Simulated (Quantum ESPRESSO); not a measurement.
**CoO: energy against a fixed spin moment**

Symmetry: Fm-3m, No. 225, cubic system. Conventional cell: a = 4.263 Å, b = 4.263 Å, c = 4.263 Å, α = 90.00°, β = 90.00°, γ = 90.00°. Nearest to Co lie 6 O at 2.13 Å. Nearest to O lie 6 Co at 2.13 Å. Farther neighbours and most contacts between anions are not listed.

```
method                                              : LDA; plane waves with GBRV 1.5 LDA potentials, no spin-orbit coupling (and 1 further level or step)
program                                             : Quantum ESPRESSO 7.5
settings of one run                                 : GBRV 1.5 LDA, potential files Co: co_lda_v1.2.uspp.F.UPF, O: o_lda_v1.2.uspp.F.UPF, cutoff 544.23 eV, 8×8×8 k-mesh, 20 bands, fermi-dirac occupations, smearing width 0.1 eV, collinear spin, SCF threshold 4.00e-9, starting moments 3 0 μB
cost                                                : 10 runs, 72 s in all on 2 MPI ranks of Arm Neoverse V2, shared host (the runs of this entry)
notes                                               : The run is spin-polarised, with a total moment of 2.90 μB a cell (absolute 2.92). The cell holds one seeded atom, so opposed orders, which may lie lower, cannot form in it. No Hubbard term acts here. In such compounds local and semilocal functionals without one often delocalise the d electrons, and can shrink or lose moments and miss the size, sign and order of the couplings. The smearing term is large for its width, so states at the Fermi level are partly filled: at this level the cell is a metal or has a gap of a few widths at most.
moment of the free run                              : 2.90 μB a cell
energy at zero total moment                         : 392 meV a cell over the lowest
ΔE/ΔM² from the lowest point to 3.42 and to 2.45 μB : 2923 and 188 meV/μB²
```

At zero total moment the site moments vanish, so the 392 meV a cell is the energy of forming them. The points show one minimum alone.

[Logs and program files are shortened in this print: banners, set-up blocks, solver, clock and traceback lines can be left out without a mark of their own.]

[Logs are printed without paths, hosts, clocks, repeated set-up lines and the standing remarks that a program may print on its own settings, such as how far it seeks lower states.]

[Hosts, paths, dates, database ids (printed as entryN), source tags and the programs' standing remarks are cut or masked in the printed files.]

[Where a cell is said to come from a database of computed structures, the database is the Materials Project.]
